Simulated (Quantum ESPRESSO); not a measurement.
# LuH2 (Fm-3m): zone-centre phonons, part 2 of 2

Which modes does LuH2 (Fm-3m) have at the zone centre?

Quantum ESPRESSO 7.5; DFT LDA, scalar-relativistic, plane waves, JTH PAW pseudopotentials.

So far. Step 4 (Relaxing the cell and atoms): Little changed from the start: no atom moved by 0.005 Å and no cell edge by 0.1 %. Step 5 (Self-consistent run for the response): The cell stands at -0.33 GPa, close enough for stiff modes, while soft ones can move. The relaxed cell has a = 4.913 Å (conventional setting).

### Step 6. Zone-centre response

At q = 0 one unit cell holds all displacements; symmetry groups them into irreducible representations that are solved one by one. With smeared occupations no response to a homogeneous field can be asked.

Input file ph.in:

```
phonons
&inputph
   prefix = 'x'
   outdir = './tmp'
   fildyn = 'g.dyn'
   tr2_ph = 1.0d-18
   alpha_mix(1) = 0.4
   nmix_ph = 8
/
0.000000000000 0.000000000000 0.000000000000
```

On the command line:

```
$ OMP_NUM_THREADS=1 mpirun -n 4 ph.x -nk 4 -in ph.in > ph.out
```

Log:

```text
[banners, grids, parts of the stress and lines that vanish by symmetry left out]
[banner, memory and clock lines left out]
Program PHONON v.7.5

     ./tmp/x.save/

     file Lu.upf: wavefunction(s)  5S 6S 5P 0P 5D 0D 4F 0F renormalized
     file H.upf: wavefunction(s)  1S 0S 0P renormalized

     IMPORTANT: XC functional enforced from input :
     Exchange-correlation= PW
                           (   1   4   0   0   0   0   0)
     Any further DFT definition will be discarded
     Please, verify this is what you really want

     G-vector sticks info

     Reading collected, re-writing distributed wavefunctions in ./tmp/

     Number and degeneracy of irreps per q-point
       N         xq(1)         xq(2)         xq(3)   N irreps
       1   0.000000000   0.000000000   0.000000000       3
        3   3   3

     Calculation of q =    0.0000000   0.0000000   0.0000000

     phonons

     bravais-lattice index     =            2
     lattice parameter (alat)  =       9.2846  a.u.
     unit-cell volume          =     200.0919 (a.u.)^3
     number of atoms/cell      =            3
     number of atomic types    =            2
     kinetic-energy cut-off    =      40.0000  Ry
     charge density cut-off    =     200.0000  Ry
     convergence threshold     =      1.0E-18
     beta                      =       0.4000
     number of iterations used =            8
     Exchange-correlation= PW
                           (   1   4   0   0   0   0   0)

     celldm(1)=    9.28460  celldm(2)=    0.00000  celldm(3)=    0.00000
     celldm(4)=    0.00000  celldm(5)=    0.00000  celldm(6)=    0.00000

     crystal axes: (cart. coord. in units of alat)
               a(1) = ( -0.5000  0.0000  0.5000 )
               a(2) = (  0.0000  0.5000  0.5000 )
               a(3) = ( -0.5000  0.5000  0.0000 )

     reciprocal axes: (cart. coord. in units 2 pi/alat)
               b(1) = ( -1.0000 -1.0000  1.0000 )
               b(2) = (  1.0000  1.0000  1.0000 )
               b(3) = ( -1.0000  1.0000 -1.0000 )

     Atoms inside the unit cell:

     Cartesian axes

     site n.  atom      mass           positions (alat units)
        1  Lu    174.9668   tau(    1) = (    0.00000    0.00000    0.00000  )
        2  H       1.0080   tau(    2) = (   -0.75000    0.75000    0.75000  )
        3  H       1.0080   tau(    3) = (   -0.25000    0.25000    0.25000  )

     Computing dynamical matrix for
                    q = (   0.0000000   0.0000000   0.0000000 )

     49 Sym.Ops. (with q -> -q+G )

     G cutoff =  436.7135  (   9577 G-vectors)     FFT grid: ( 30, 30, 30)
     G cutoff =  349.3708  (   6855 G-vectors)  smooth grid: ( 27, 27, 27)

     number of k points=    72  Marzari-Vanderbilt smearing, width (Ry)=  0.0200
                       cart. coord. in units 2pi/alat
        k(    1) = (   0.0000000   0.0000000   0.0000000), wk =   0.0011574
        k(    2) = (  -0.0833333   0.0833333  -0.0833333), wk =   0.0092593
        k(    3) = (  -0.1666667   0.1666667  -0.1666667), wk =   0.0092593
        [... further k-points left out ...]

     PseudoPot. # 1 for Lu read from file:
     ./pseudo/Lu.upf
     Pseudo is Projector augmented-wave + core cor, Zval = 25.0
     Shape of augmentation charge: SINC**2
     Using radial grid of 1118 points,  8 beta functions with:
                l(1) =   0
                l(2) =   0
                l(3) =   1
                l(4) =   1
                l(5) =   2
                l(6) =   2
                l(7) =   3
                l(8) =   3
     Q(r) pseudized with 0 coefficients

     PseudoPot. # 2 for H  read from file:
     ./pseudo/H.upf
     Pseudo is Projector augmented-wave + core cor, Zval =  1.0
     Shape of augmentation charge: SINC**2
     Using radial grid of  777 points,  3 beta functions with:
                l(1) =   0
                l(2) =   0
                l(3) =   1
     Q(r) pseudized with 0 coefficients

     Mode symmetry, O_h (m-3m)  point group:

     Atomic displacements:
     There are    3 irreducible representations

     Representation     1      3 modes -  To be done

     Representation     2      3 modes -  To be done

     Representation     3      3 modes -  To be done

     Alpha used in Ewald sum =   1.9000

     Representation #   1 modes #   1   2   3

     Self-consistent Calculation
      iter #   1   av.it.:   5.7
      thresh= 1.000E-02 alpha_mix =  0.400 |ddv_scf|^2 =  2.998E-08
      iter #   2   av.it.:  19.0
      thresh= 1.731E-05 alpha_mix =  0.400 |ddv_scf|^2 =  4.907E-09
      iter #   3   av.it.:  19.2
      thresh= 7.005E-06 alpha_mix =  0.400 |ddv_scf|^2 =  1.495E-11
      iter #   4   av.it.:  20.1
      thresh= 3.866E-07 alpha_mix =  0.400 |ddv_scf|^2 =  9.646E-14
      iter #   5   av.it.:  18.9
      thresh= 3.106E-08 alpha_mix =  0.400 |ddv_scf|^2 =  1.591E-14
      iter #   6   av.it.:  20.5
      thresh= 1.261E-08 alpha_mix =  0.400 |ddv_scf|^2 =  1.907E-17
      iter #   7   av.it.:  20.6
      thresh= 4.367E-10 alpha_mix =  0.400 |ddv_scf|^2 =  2.919E-18
      iter #   8   av.it.:  21.4
      thresh= 1.709E-10 alpha_mix =  0.400 |ddv_scf|^2 =  9.456E-21

     End of self-consistent calculation

     Convergence has been achieved

     Representation #   2 modes #   4   5   6

     Self-consistent Calculation
      iter #   1   av.it.:   5.4
      thresh= 1.000E-02 alpha_mix =  0.400 |ddv_scf|^2 =  8.618E-09
      iter #   2   av.it.:  19.8
      thresh= 9.283E-06 alpha_mix =  0.400 |ddv_scf|^2 =  1.786E-09
      iter #   3   av.it.:  20.7
      thresh= 4.227E-06 alpha_mix =  0.400 |ddv_scf|^2 =  6.672E-11
      iter #   4   av.it.:  21.9
      thresh= 8.168E-07 alpha_mix =  0.400 |ddv_scf|^2 =  2.052E-11
      iter #   5   av.it.:  21.6
      thresh= 4.530E-07 alpha_mix =  0.400 |ddv_scf|^2 =  3.559E-12
      iter #   6   av.it.:  21.3
      thresh= 1.887E-07 alpha_mix =  0.400 |ddv_scf|^2 =  4.883E-14
[...]
End of self-consistent calculation

     Convergence has been achieved

     Representation #   3 modes #   7   8   9

     Self-consistent Calculation
[...]
iter #   3   av.it.:  20.8
      thresh= 7.826E-05 alpha_mix =  0.400 |ddv_scf|^2 =  6.248E-09
      iter #   4   av.it.:  21.4
      thresh= 7.904E-06 alpha_mix =  0.400 |ddv_scf|^2 =  1.918E-11
      iter #   5   av.it.:  20.3
      thresh= 4.379E-07 alpha_mix =  0.400 |ddv_scf|^2 =  5.993E-12
      iter #   6   av.it.:  22.4
      thresh= 2.448E-07 alpha_mix =  0.400 |ddv_scf|^2 =  4.682E-14
      iter #   7   av.it.:  20.5
      thresh= 2.164E-08 alpha_mix =  0.400 |ddv_scf|^2 =  5.985E-16
      iter #   8   av.it.:  21.3
      thresh= 2.446E-09 alpha_mix =  0.400 |ddv_scf|^2 =  7.602E-17
      iter #   9   av.it.:  22.4
      thresh= 8.719E-10 alpha_mix =  0.400 |ddv_scf|^2 =  2.496E-19

     End of self-consistent calculation

     Convergence has been achieved

     Number of q in the star =    1
     List of q in the star:
          1   0.000000000   0.000000000   0.000000000

     Diagonalizing the dynamical matrix

     q = (    0.000000000   0.000000000   0.000000000 )

 **************************************************************************
     freq (    1) =      -0.200479 [THz] =      -6.687269 [cm-1]
     freq (    2) =      -0.200479 [THz] =      -6.687269 [cm-1]
     freq (    3) =      -0.200479 [THz] =      -6.687269 [cm-1]
     freq (    4) =      30.841336 [THz] =    1028.756241 [cm-1]
     freq (    5) =      30.841336 [THz] =    1028.756241 [cm-1]
     freq (    6) =      30.841336 [THz] =    1028.756241 [cm-1]
     freq (    7) =      37.137750 [THz] =    1238.782011 [cm-1]
     freq (    8) =      37.137750 [THz] =    1238.782011 [cm-1]
     freq (    9) =      37.137750 [THz] =    1238.782011 [cm-1]
 **************************************************************************

     Mode symmetry, O_h (m-3m)  point group:

     freq (   1-   3) =         -6.7  [cm-1]   --> T_1u G_15  G_4- I
     freq (   4-   6) =       1028.8  [cm-1]   --> T_1u G_15  G_4- I
     freq (   7-   9) =       1238.8  [cm-1]   --> T_2g G_25' G_5+ R
```

The job ended after 3.5 min (4 MPI ranks of Arm Neoverse V2, shared host; 14 min of CPU time).

Read from the output:

```
largest acoustic frequency at the zone centre before the sum rule : -6.69 cm⁻¹
highest optical zone-centre mode (no LO-TO term)                  : 1239 cm⁻¹
lowest optical zone-centre mode                                   : 1029 cm⁻¹
```

The acoustic modes at Γ come out as far as 6.7 cm⁻¹ from zero, where they should vanish, a small numerical error.

### Step 7. Zone-centre analysis

A rigid shift of the crystal must cost nothing, but grids and finite bases break this; the acoustic sum rule is imposed before the matrix is diagonalised again.

Input file dynmat.in:

```
&input
   fildyn = 'g.dyn'
   asr = 'simple'
   fileig = 'dynmat.eig'
/
```

On the command line:

```
$ dynmat.x -in dynmat.in > dynmat.out
```

Log:

```text
[banner, memory and clock lines left out]
Program DYNMAT v.7.5

     Reading Dynamical Matrix from file g.dyn
     ...Force constants read
     ...epsilon and Z* not read (not found on file)
     A direction for q was not specified:TO-LO splitting will be absent

     Polarizability (A^3 units)
     multiply by 1.000000 for Clausius-Mossotti correction
         0.000000    0.000000    0.000000
         0.000000    0.000000    0.000000
         0.000000    0.000000    0.000000

     IR activities are in (D/A)^2/amu units

# mode   [cm-1]    [THz]      IR
    1      0.00    0.0000    0.0000
    2      0.00    0.0000    0.0000
    3      0.00    0.0000    0.0000
    4   1028.74   30.8408    0.0000
    5   1028.74   30.8408    0.0000
    6   1028.74   30.8408    0.0000
    7   1238.77   37.1373    0.0000
    8   1238.77   37.1373    0.0000
    9   1238.77   37.1373    0.0000

[cm-1]
[end of the log left out, with the tail of the file of modes that dynmat.x writes under the same name]
```

Wall time 0.45 s (1 thread).

Unit eigenvectors of the mass-weighted matrix after the sum rule; no LO-TO term. The modes at Γ (shares of kinetic energy by element, %):

| mode | frequency (cm⁻¹) | symmetry | Lu % | H % |
| --- | --- | --- | --- | --- |
| 1 | 0.0 | acoustic | 99 | 1 |
| 2 | 0.0 | acoustic | 99 | 1 |
| 3 | 0.0 | acoustic | 99 | 1 |
| 4 | 1028.7 | T1u | 1 | 99 |
| 5 | 1028.7 | T1u | 1 | 99 |
| 6 | 1028.7 | T1u | 1 | 99 |
| 7 | 1238.8 | T2g | 0 | 100 |
| 8 | 1238.8 | T2g | 0 | 100 |
| 9 | 1238.8 | T2g | 0 | 100 |

Displacements in mode 5 (1028.7 cm⁻¹), the largest set to 1:
```
Lu1  0.00  0.00 -0.01
H2   0.00  0.00  1.00
H3   0.00  0.00  1.00
```

Displacements in mode 8 (1238.8 cm⁻¹), the largest set to 1:
```
Lu1  0.00  0.00  0.00
H2   0.00  0.00  1.00
H3   0.00  0.00 -1.00
```

The rule moves no optical mode by more than 0.1 cm⁻¹.

### Step 8. Sum rules set otherwise (asr no)

Without the rule the raw error of the acoustic modes shows.

Input file dynmat.in:

```
&input
   fildyn = 'g.dyn'
   asr = 'no'
   fileig = 'dynmat.eig'
/
```

On the command line:

```
$ dynmat.x -in dynmat.in > dynmat.out
```

Log:

```text
[banner, memory and clock lines left out]
Program DYNMAT v.7.5

     Reading Dynamical Matrix from file g.dyn
     ...Force constants read
     ...epsilon and Z* not read (not found on file)
     A direction for q was not specified:TO-LO splitting will be absent

     Polarizability (A^3 units)
     multiply by 1.000000 for Clausius-Mossotti correction
         0.000000    0.000000    0.000000
         0.000000    0.000000    0.000000
         0.000000    0.000000    0.000000

     IR activities are in (D/A)^2/amu units

# mode   [cm-1]    [THz]      IR
    1     -6.69   -0.2005    0.0000
    2     -6.69   -0.2005    0.0000
    3     -6.69   -0.2005    0.0000
    4   1028.76   30.8413    0.0000
    5   1028.76   30.8413    0.0000
    6   1028.76   30.8413    0.0000
    7   1238.78   37.1377    0.0000
    8   1238.78   37.1377    0.0000
    9   1238.78   37.1377    0.0000

[cm-1]
[end of the log left out, with the tail of the file of modes that dynmat.x writes under the same name]
```

Run time: 0.45 s. Hardware: 1 thread.

Zone-centre frequencies as printed; negative means imaginary. Modes:

| mode | frequency (cm⁻¹) |
| --- | --- |
| 1 | -6.69 |
| 2 | -6.69 |
| 3 | -6.69 |
| 4 | 1029 |
| 5 | 1029 |
| 6 | 1029 |
| 7 | 1239 |
| 8 | 1239 |
| 9 | 1239 |

Against the first rule no mode moves by more than 6.7 cm⁻¹.

### Step 9. Sum rules set otherwise: a sum rule for molecules or wires on a crystal

This rule also removes rotations, which suits molecules and not a crystal; it is tried to see the harm.

Input file dynmat.in:

```
&input
   fildyn = 'g.dyn'
   asr = 'zero-dim'
   fileig = 'dynmat.eig'
/
```

On the command line:

```
$ dynmat.x -in dynmat.in > dynmat.out
```

Log:

```text
[banner, memory and clock lines left out]
Program DYNMAT v.7.5

     Reading Dynamical Matrix from file g.dyn
     ...Force constants read
     ...epsilon and Z* not read (not found on file)
     Acoustic Sum Rule: || Z*(ASR) - Z*(orig)|| =    0.000000E+00
     Acoustic Sum Rule: ||dyn(ASR) - dyn(orig)||=    2.904344E-01
     A direction for q was not specified:TO-LO splitting will be absent

     Polarizability (A^3 units)
     multiply by 1.000000 for Clausius-Mossotti correction
         0.000000    0.000000    0.000000
         0.000000    0.000000    0.000000
         0.000000    0.000000    0.000000

     IR activities are in (D/A)^2/amu units

# mode   [cm-1]    [THz]      IR
    1     -0.00   -0.0000    0.0000
    2     -0.00   -0.0000    0.0000
    3     -0.00   -0.0000    0.0000
    4     -0.00   -0.0000    0.0000
    5      0.00    0.0000    0.0000
    6   1027.88   30.8149    0.0000
    7   1238.78   37.1377    0.0000
    8   1260.65   37.7934    0.0000
    9   1260.65   37.7934    0.0000

[end of the log left out, with the tail of the file of modes that dynmat.x writes under the same name]
```

The job ended after 0.45 s (1 thread).

The run ended normally, but on settings that are not sound.

The fault: a sum rule for molecules or wires on a crystal; 2 optical modes are projected out to zero frequency, as if they were rotations.

For a crystal the rule has to be 'simple' or 'crystal'.

Zone-centre frequencies as printed; negative means imaginary. Modes:

| mode | frequency (cm⁻¹) |
| --- | --- |
| 1 | 0 |
| 2 | 0 |
| 3 | 0 |
| 4 | 0 |
| 5 | 0 |
| 6 | 1028 |
| 7 | 1239 |
| 8 | 1261 |
| 9 | 1261 |

### Step 10. Outcome

```
space group after relaxation                                           : Fm-3m
volume per atom                                                        : 9.88 Å³
highest optical zone-centre mode (no LO-TO term)                       : 1239 cm⁻¹
lowest optical zone-centre mode                                        : 1029 cm⁻¹
imaginary optical modes at the zone centre (no q mesh in this session) : none
```

At the LDA level the optical modes of LuH2 (Fm-3m) at the zone centre run from 1029 to 1239 cm⁻¹. The base run is for a cell under -0.33 GPa; after a relaxation such a stress comes from settings that changed since (cutoff, k mesh or smearing). Of the 6 optical modes, 3 are infrared active alone and 3 are Raman active alone; inversion symmetry keeps the two sets apart. These are harmonic frequencies at zero temperature: anharmonic shifts and linewidths and thermal expansion are left out. Spin-orbit coupling is left out, which can matter for the heavy elements here. In a metal the frequencies hang on the k mesh and the smearing, most of all near Kohn anomalies. The runs are without spin polarisation, although the cell has an odd electron count or an open d or f shell, so a magnetic state was not tested.

[Host names and launcher messages were left out of these logs when they were recorded.]

[Logs are printed without paths, hosts, clocks, repeated set-up lines and the standing remarks that a program may print on its own settings, such as how far it seeks lower states.]

[Hosts, paths, dates, database ids (printed as entryN), source tags and the programs' standing remarks are cut or masked in the printed files.]
